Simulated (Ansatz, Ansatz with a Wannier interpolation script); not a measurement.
```cif
data_aln
_symmetry_space_group_name_H-M 'P6_3mc'
_symmetry_Int_Tables_number 186
_cell_length_a 3.1130
_cell_length_b 3.1130
_cell_length_c 4.9810
_cell_angle_alpha 90.000
_cell_angle_beta 90.000
_cell_angle_gamma 120.000
_cell_volume 41.80
loop_
_atom_site_label
_atom_site_type_symbol
_atom_site_symmetry_multiplicity
_atom_site_Wyckoff_symbol
_atom_site_fract_x
_atom_site_fract_y
_atom_site_fract_z
_atom_site_occupancy
Al1 Al 2 b 0.33333 0.66667 0.00000 1
N1 N 2 b 0.33333 0.66667 0.38000 1
_calc_subject 'From a coarse GW mesh to bands everywhere: AlN (P6_3mc)'
_calc_method 'DFT, LDA, plane waves, PAW (and 3 further levels or steps)'
_calc_program 'Ansatz 0.2.0 and Ansatz with a Wannier interpolation script 0.2.0'
_calc_settings_of_one_run 'cutoff 420 eV, 9×9×4 k-mesh, smearing width 0.02 eV, default PAW'
_calc_notes 'The database entry behind the starting cell differs from later determinations by our own check (inner coordinate u about 0.002 short). The program’s warnings: pseudo functional mismatch. The cell and positions come from the Crystallography Open Database and are kept as given unless a step says otherwise. Bands and cutoff are finite, so the gap is not at the basis limit. The miss can reach some tenths of an eV and take either sign; the mesh is an error of its own. Above the frozen window of the model the interpolated levels need not meet the computed ones, even at points of the mesh.'
_calc_lda_gap '4.24 eV'
_calc_g0w0_gap_over_the_zone '5.89 eV, direct'
_calc_least_direct_g0w0_gap_in_the_model '5.89 eV'
_calc_gw_settings '9×9×4 mesh, 192 empty bands, screening to 160 eV'
_calc_known_limits 'not at the basis limit'
```

[Paths, hosts, dates, memory and timing lines, banners, echoed tables and standing remarks are left out of the program output.]

[Logs are printed without paths, hosts, clocks, repeated set-up lines and the standing remarks that a program may print on its own settings, such as how far it seeks lower states.]

[Runs of the session that timed out or met a known fault of the program may be left out.]

[Hosts, paths, dates, database ids (printed as entryN), source tags and the programs' standing remarks are cut or masked in the printed files.]
